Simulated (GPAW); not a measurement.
# Core-hole calculation of the Y L₃ edge in YCu (Pm-3m), part 3 of 3

How does the Y L₃ edge of YCu (Pm-3m) move when the bonds are compressed or stretched?

GPAW 26.7.0; X-ray absorption from dipole matrix elements to empty bands, plane-wave PAW LDA.

So far. Step 4 (Spectrum with XCH, Y atom 1): The energy difference (zero at 2095 eV) isn't read as a photon energy: for so heavy an absorber the terms left out (core spin–orbit splitting, the hole's spin, the functional's error) amount to tens of eV or more. Step 6 (Spectrum with XCH, Y atom 1): This run also has another mesh (6×6×6 against 5×5×5), so the 14 % r.m.s. difference can't be laid on the changed setting alone. The highest intensity below 24 eV goes from 2.2 eV (2.73) to 2.6 eV (2.49).

### Step 8. Spectrum with XCH, Y atom 1

Shorter bonds are expected to push antibonding states and scattering resonances up, and longer ones down; the cell is scaled to test that.

Changed against the first core-hole run: volume scale from 1 to 0.94.

xas.py

```python
import numpy as np
from ase import Atoms
from ase.parallel import parprint, paropen
from gpaw import GPAW, PW, FermiDirac, Mixer, MixerDif, setup_paths
from gpaw.test import gen
setup_paths.insert(0, '.')
gen('Y', name='fch2p', xcname='LDA', corehole=(2, 1, 1), write_xml=True)
from gpaw.mpi import world
world.barrier()

atoms = Atoms('Y4Cu4',
    cell=[[3.3875218, 3.3875218, 3.3875218],
     [-3.3875218, 3.3875218, -3.3875218],
     [-3.3875218, -3.3875218, 3.3875218]],
    scaled_positions=[[0, 0, 0],
     [0, 0.5, 0.5],
     [0.5, 0, 0.5],
     [0.5, 0.5, 0],
     [0.5, 0, 0],
     [0.5, 0.5, 0.5],
     [0, 0, 0.5],
     [0, 0.5, 0]],
    pbc=True)
atoms.calc = calc = GPAW(legacy_gpaw=True, mode=PW(430), xc='LDA', setups={0: 'fch2p'},
    kpts={'size': (5, 5, 5), 'gamma': True}, occupations=FermiDirac(0.1),
    charge=-1, mixer=Mixer(0.1, 5, 50), maxiter=150,
    convergence={'density': 0.0001}, txt='scf.txt')
energy = atoms.get_potential_energy() + calc.get_reference_energy()
ef = calc.get_fermi_level()
out = dict(energy=energy, fermi=ef, forces=atoms.get_forces().tolist())
parprint(f'all-electron energy {energy:.4f} eV, Fermi level {ef:.4f} eV')
ev = np.array([[calc.get_eigenvalues(k, s) for k in range(len(calc.get_ibz_k_points()))] for s in range(calc.get_number_of_spins())])
out['homo'], out['lumo'], out['counts'] = ev[ev < ef].max(), ev[ev > ef].min(), sorted(set((ev < ef).sum((0, 2)).tolist()))
out['filled'] = (ev[:, 0] < ef).sum(1).tolist()

from ase.units import Ha
from gpaw.xas import dipole_matrix_elements
nb = int(calc.get_number_of_electrons() / 2) + 115
top, nb = nb, nb + 8 + nb // 12
nscf = calc.fixed_density(kpts={'size': (6, 6, 6), 'gamma': True}, nbands=nb,
    convergence={'bands': top, 'eigenstates': 1e-5}, maxiter=60, txt='nscf.txt')
cell = atoms.cell.array
ops = [cell.T @ U.T @ np.linalg.inv(cell.T) for U in nscf.wfs.kd.symmetry.op_scc]
E = np.arange(-6, 34, 0.1)
fwhm = np.interp(E, [4, 25], [1.5, 3.5])
Y, X, zero, highest = 0, 0, 1e9, 1e9
for spin in range(nscf.get_number_of_spins()):
    wfs = nscf.wfs
    A = dipole_matrix_elements(wfs.setups[0])
    eps = np.zeros((wfs.kd.nibzkpts, nb))
    d = np.zeros((3, A.shape[1], wfs.kd.nibzkpts, nb), complex)
    for kpt in wfs.kpt_u:
        if kpt.s == spin and 0 in kpt.P_ani:
            eps[kpt.k] = kpt.eps_n * Ha
            d[:, :, kpt.k] = (kpt.weight * wfs.nspins / 2) ** 0.5 * np.inner(A, kpt.P_ani[0])
    world.sum(eps)
    world.sum(d)
    T = np.einsum('amkn,bmkn->abkn', d, d.conj()).real
    T = sum(np.einsum('ai,ijkn,bj->abkn', R, T, R) for R in ops) / len(ops)
    empty = eps > ef
    zero, highest = min(zero, eps[empty].min()), min(highest, eps[:, top - 1].min())
    lines = [(eps, T, empty)] if spin == 0 else lines + [(eps, T, empty)]
for eps, T, empty in lines:
    f = np.einsum('aakn->akn', T).reshape(3, -1)
    x = eps.ravel() - zero
    w = np.interp(x, E, fwhm) / 2.35482
    g = np.exp(-0.5 * ((E[:, None] - x) / w) ** 2) / (w * (2 * np.pi) ** 0.5)
    Y = Y + (f * empty.ravel()) @ g.T
    X = X + (f * ~empty.ravel()) @ g.T
out.update(E=E.round(2).tolist(), xas=Y.tolist(), xes=X.tolist(), zero=zero, valid=highest - zero, nk=len(eps), nb=nb)
for i in range(0, len(E), 10):
    parprint(f'{E[i]:7.2f}', *(f'{v:10.3e}' for v in Y[:, i]))
import json
with paropen('out.json', 'w') as f:
    json.dump(out, f)
```

The run is started by

```
$ OMP_NUM_THREADS=1 mpirun -n 2 gpaw python xas.py
```

Numbers of over 12 decimals in the logs are rounded to 6 here.

The program printed:

```text
Input parameters:
  charge: -1
  convergence: {density: 0.0001}
  kpts: {gamma: True,
         size: (5, 5, 5)}
  maxiter: 150
  mixer: {backend: pulay,
          beta: 0.1,
          method: separate,
          nmaxold: 5,
          weight: 50}
  mode: {ecut: 430.0,
         name: pw}
  occupations: {fixmagmom: False,
                name: fermi-dirac,
                width: 0.1}
  setups: {0: fch2p}

Initialize ...

[...]
*d    :     0.534913
--------------------------------

Diagonalizing with gridspacing h=0.050

state   all-electron     PAW
-------------------------------
4s:      -2.317952    -2.318410
4p:      -1.537864    -1.538528
4d:      -0.465087    -0.465594
*f:                   -0.036509
-------------------------------
all-electron energy -545702.4110 eV, Fermi level 7.8347 eV
[...]
32.00  1.080e-05  1.080e-05  1.080e-05
  33.00  1.047e-05  1.047e-05  1.047e-05
[key lines of the parts left out:]
Converged after 16 iterations.
Dipole moment: (0.000000, 0.000000, 0.000000) |e|*Ang
Free energy:    -51.876645
Fermi level: 7.83467
```

Run time: 2 min. Hardware: 2 MPI ranks of Arm Neoverse V2, shared host; peak memory 0.41 GiB.

```tsv
E (eV)	first run	this run
-2.0	0.00	0.00
-1.0	0.24	0.22
0.0	1.54	1.44
1.0	2.32	2.11
2.0	2.72	2.45
3.0	2.05	2.26
4.0	1.14	1.22
5.0	1.30	1.10
6.0	1.19	1.33
7.0	0.83	0.93
8.0	0.82	0.80
9.0	0.94	0.91
10.0	0.83	0.95
11.0	0.61	0.74
12.0	0.51	0.58
13.0	0.42	0.50
14.0	0.37	0.41
15.0	0.41	0.39
16.0	0.49	0.45
17.0	0.55	0.52
18.0	0.63	0.58
19.0	0.67	0.64
20.0	0.61	0.66
21.0	0.54	0.60
22.0	0.52	0.53
23.0	0.52	0.50
24.0	0.53	0.51
25.0	0.54	0.52
26.0	0.55	0.53
27.0	0.55	0.54
28.0	0.56	0.55
29.0	0.56	0.55
30.0	0.54	0.56
31.0	0.52	0.55
32.0	0.52	0.51
```

This run also has another mesh (6×6×6 against 5×5×5), so the 9 % r.m.s. difference can't be laid on the changed setting alone. The highest intensity below 24 eV goes from 2.2 eV (2.73) to 2.4 eV (2.56).

The photon energy of the zero moves by -0.24 eV.

### Step 9. Reference energy of the supercell

The cell changes for the next run, so it gets a reference energy of its own.

The cell differs from the one that the last finished run ended in (a 5.867 → 5.929 Å, b 5.867 → 5.929 Å, c 5.867 → 5.929 Å).

scf.py

```python
import numpy as np
from ase import Atoms
from ase.parallel import parprint, paropen
from gpaw import GPAW, PW, FermiDirac, Mixer, MixerDif, setup_paths
from gpaw.test import gen
setup_paths.insert(0, '.')
gen('Y', name='nch2p', xcname='LDA', corehole=(2, 1, 0), write_xml=True)
from gpaw.mpi import world
world.barrier()

atoms = Atoms('Y4Cu4',
    cell=[[3.42318254, 3.42318254, 3.42318254],
     [-3.42318254, 3.42318254, -3.42318254],
     [-3.42318254, -3.42318254, 3.42318254]],
    scaled_positions=[[0, 0, 0],
     [0, 0.5, 0.5],
     [0.5, 0, 0.5],
     [0.5, 0.5, 0],
     [0.5, 0, 0],
     [0.5, 0.5, 0.5],
     [0, 0, 0.5],
     [0, 0.5, 0]],
    pbc=True)
atoms.calc = calc = GPAW(legacy_gpaw=True, mode=PW(430), xc='LDA', setups={0: 'nch2p'},
    kpts={'size': (5, 5, 5), 'gamma': True}, occupations=FermiDirac(0.1),
    charge=0, mixer=Mixer(0.1, 5, 50), maxiter=150,
    convergence={'density': 0.0001}, txt='scf.txt')
energy = atoms.get_potential_energy() + calc.get_reference_energy()
ef = calc.get_fermi_level()
out = dict(energy=energy, fermi=ef, forces=atoms.get_forces().tolist())
parprint(f'all-electron energy {energy:.4f} eV, Fermi level {ef:.4f} eV')
ev = np.array([[calc.get_eigenvalues(k, s) for k in range(len(calc.get_ibz_k_points()))] for s in range(calc.get_number_of_spins())])
out['homo'], out['lumo'], out['counts'] = ev[ev < ef].max(), ev[ev > ef].min(), sorted(set((ev < ef).sum((0, 2)).tolist()))
out['filled'] = (ev[:, 0] < ef).sum(1).tolist()
import json
with paropen('out.json', 'w') as f:
    json.dump(out, f)
```

The run is started by

```
$ OMP_NUM_THREADS=1 mpirun -n 2 gpaw python scf.py
```

The program printed:

```text
Input parameters:
  convergence: {density: 0.0001}
  kpts: {gamma: True,
         size: (5, 5, 5)}
  maxiter: 150
  mixer: {backend: pulay,
          beta: 0.1,
          method: separate,
          nmaxold: 5,
          weight: 50}
  mode: {ecut: 430.0,
         name: pw}
  occupations: {fixmagmom: False,
                name: fermi-dirac,
                width: 0.1}
  setups: {0: nch2p}

Initialize ...

[...]
5s(2) :    -0.155371     0.971849
4p(6) :    -1.027192     0.548140
5p(0) :    -0.054980     0.976393
4d(1) :    -0.097195     0.865310
*d    :     0.902805
--------------------------------

Diagonalizing with gridspacing h=0.050

state   all-electron     PAW
-------------------------------
4s:      -1.763072    -1.763529
4p:      -1.027192    -1.027856
4d:      -0.097195    -0.097523
*f:                    0.059866
-------------------------------
all-electron energy -547797.0851 eV, Fermi level 7.5987 eV
[key lines of the parts left out:]
Converged after 18 iterations.
Dipole moment: (0.000000, -0.000000, -0.000000) |e|*Ang
Free energy:    -41.239147
Fermi level: 7.59874
```

It took 29 s on 2 MPI ranks; peak memory 0.26 GiB.

Reference energy: -547797.085 eV with the cores included.

### Step 10. Spectrum with XCH, Y atom 1

Shorter bonds are expected to push antibonding states and scattering resonances up, and longer ones down; the cell is scaled to test that.

Changed against the first core-hole run: volume scale from 1 to 0.97.

xas.py: that of step 8 with these lines changed.

```diff
@@ -11,5 +11,5 @@
 atoms = Atoms('Y4Cu4',
-    cell=[[3.3875218, 3.3875218, 3.3875218],
-     [-3.3875218, 3.3875218, -3.3875218],
-     [-3.3875218, -3.3875218, 3.3875218]],
+    cell=[[3.42318254, 3.42318254, 3.42318254],
+     [-3.42318254, 3.42318254, -3.42318254],
+     [-3.42318254, -3.42318254, 3.42318254]],
     scaled_positions=[[0, 0, 0],
@@ -37,3 +37,3 @@
 from gpaw.xas import dipole_matrix_elements
-nb = int(calc.get_number_of_electrons() / 2) + 115
+nb = int(calc.get_number_of_electrons() / 2) + 118
 top, nb = nb, nb + 8 + nb // 12
```

The run is started by

```
$ OMP_NUM_THREADS=1 mpirun -n 2 gpaw python xas.py
```

The program printed:

```text
Input parameters:
  charge: -1
  convergence: {density: 0.0001}
  kpts: {gamma: True,
         size: (5, 5, 5)}
  maxiter: 150
  mixer: {backend: pulay,
          beta: 0.1,
          method: separate,
          nmaxold: 5,
          weight: 50}
  mode: {ecut: 430.0,
         name: pw}
  occupations: {fixmagmom: False,
                name: fermi-dirac,
                width: 0.1}
  setups: {0: fch2p}

Initialize ...

[...]
*d    :     0.534913
--------------------------------

Diagonalizing with gridspacing h=0.050

state   all-electron     PAW
-------------------------------
4s:      -2.317952    -2.318410
4p:      -1.537864    -1.538528
4d:      -0.465087    -0.465594
*f:                   -0.036509
-------------------------------
all-electron energy -545702.2430 eV, Fermi level 7.5064 eV
[...]
32.00  1.063e-05  1.063e-05  1.063e-05
  33.00  1.088e-05  1.088e-05  1.088e-05
[key lines of the parts left out:]
Converged after 18 iterations.
Dipole moment: (0.000000, -0.000000, -0.000000) |e|*Ang
Free energy:    -51.709995
Fermi level: 7.50642
```

Wall time 2.1 min (2 MPI ranks); peak memory 0.4 GiB.

```tsv
E (eV)	first run	this run
-2.0	0.00	0.00
-1.0	0.24	0.23
0.0	1.54	1.48
1.0	2.32	2.20
2.0	2.72	2.58
3.0	2.05	2.19
4.0	1.14	1.17
5.0	1.30	1.19
6.0	1.19	1.28
7.0	0.83	0.87
8.0	0.82	0.80
9.0	0.94	0.92
10.0	0.83	0.90
11.0	0.61	0.67
12.0	0.51	0.54
13.0	0.42	0.46
14.0	0.37	0.38
15.0	0.41	0.39
16.0	0.49	0.47
17.0	0.55	0.53
18.0	0.63	0.60
19.0	0.67	0.66
20.0	0.61	0.64
21.0	0.54	0.57
22.0	0.52	0.51
23.0	0.52	0.51
24.0	0.53	0.52
25.0	0.54	0.53
26.0	0.55	0.54
27.0	0.55	0.55
28.0	0.56	0.55
29.0	0.56	0.56
30.0	0.54	0.56
31.0	0.52	0.53
32.0	0.52	0.50
```

This run also has another mesh (6×6×6 against 5×5×5), so the 5 % r.m.s. difference can't be laid on the changed setting alone. The highest intensity below 24 eV stays at 2.2 eV.

The photon energy of the zero moves by -0.12 eV.

### Step 11. The volumes side by side

```tsv
volume	nearest distance (Å)	shift of the zero (eV)	maximum 1 (eV above own zero)	maximum 2 (eV above own zero)	maximum 3 (eV above own zero)	maximum 4 (eV above own zero)
0.91	2.902	-0.38	2.6	6.0	10.0	20.2
0.94	2.934	-0.24	2.4	5.8	9.6	19.8
0.97	2.965	-0.12	2.2	5.6	9.4	19.4
1	2.995	+0.00	2.2	5.4	9.2	19.0
```

The curves, each shifted by its zero's change so that they share one photon-energy axis, counted from the zero at V × 1:

```tsv
E (eV)	V × 0.91	V × 0.94	V × 0.97	V × 1
-2.0	0.02	0.01	0.01	0.00
-1.0	0.51	0.43	0.32	0.24
0.0	1.73	1.71	1.62	1.54
1.0	2.10	2.18	2.24	2.32
2.0	2.46	2.54	2.61	2.72
3.0	1.94	1.98	2.04	2.05
4.0	1.07	1.09	1.13	1.14
5.0	1.14	1.19	1.23	1.30
6.0	1.28	1.26	1.23	1.19
7.0	0.88	0.86	0.85	0.83
8.0	0.81	0.81	0.81	0.82
9.0	0.94	0.94	0.93	0.94
10.0	0.95	0.91	0.88	0.83
11.0	0.73	0.69	0.65	0.61
12.0	0.59	0.56	0.54	0.51
13.0	0.50	0.47	0.45	0.42
14.0	0.41	0.39	0.38	0.37
15.0	0.39	0.40	0.40	0.41
16.0	0.46	0.47	0.48	0.49
17.0	0.53	0.54	0.54	0.55
18.0	0.58	0.59	0.61	0.63
19.0	0.64	0.65	0.66	0.67
20.0	0.66	0.65	0.64	0.61
21.0	0.61	0.58	0.56	0.54
22.0	0.53	0.52	0.51	0.52
23.0	0.50	0.50	0.51	0.52
24.0	0.50	0.51	0.52	0.53
25.0	0.51	0.52	0.53	0.54
26.0	0.52	0.53	0.54	0.55
27.0	0.54	0.55	0.55	0.55
28.0	0.55	0.55	0.55	0.56
29.0	0.55	0.56	0.56	0.56
30.0	0.56	0.56	0.55	0.54
31.0	0.55	0.54	0.53	0.52
32.0	0.52	0.51	0.50	0.52
```

### Step 12. Results

```
absorber and edge             : Y L₃, atom 1 of the ground-state input (counted from 1)
surroundings                  : 8 Cu at 2.99 Å and 6 Y at 3.46 Å (cube and octahedron, as in bcc, site symmetry m-3m)
highest intensity below 24 eV : 2.2 eV above the zero, height 2.73
```

In words: From V × 0.91 to V × 1 the nearest distance grows by 0.093 Å and the zero moves by +0.38 eV. Above their own zero, the maxima move from 2.6 to 2.2 eV, from 6.0 to 5.4 eV, from 10.0 to 9.2 eV and from 20.2 to 19.0 eV. The one highest in energy moves most, in the direction that the rule ΔE·R² ≈ constant for scattering resonances gives. The meshes differ between volumes, which adds to the changes. The Y L₃ edge of atom 1, with 8 Cu at 2.99 Å and 6 Y at 3.46 Å (cube and octahedron, as in bcc, site symmetry m-3m), has its highest intensity of the first 24 eV at 2.2 eV above the zero, 2.7 times the mean level of the first 20 eV (Gaussian full width 1.5 eV up to 4 eV, rising linearly to 3.5 eV at 25 eV). Only the L₃ part is meant: spin–orbit coupling of the core level isn't computed and the L₂ copy isn't added. The holes are only 6.0 Å apart, so the shape is probably not converged with cell size; no larger cell was run here. The structure is a computed Materials Project entry and may be a hypothetical form.

[Banner, clock and machine lines of the logs are left out without a mark of their own.]

[Logs are printed without paths, hosts, clocks, repeated set-up lines and the standing remarks that a program may print on its own settings, such as how far it seeks lower states.]

[Hosts, paths, dates, database ids (printed as entryN), source tags and the programs' standing remarks are cut or masked in the printed files.]

[Lists of maxima count a maximum above −3 eV only where it reaches 4 % of the highest in the window and stands out from its surroundings by 2 % of it (1.5 % where it reaches 55 %); shoulders and weaker maxima are passed over, and of the rest the first, up to two pre-edge ones and the few strongest are named.]
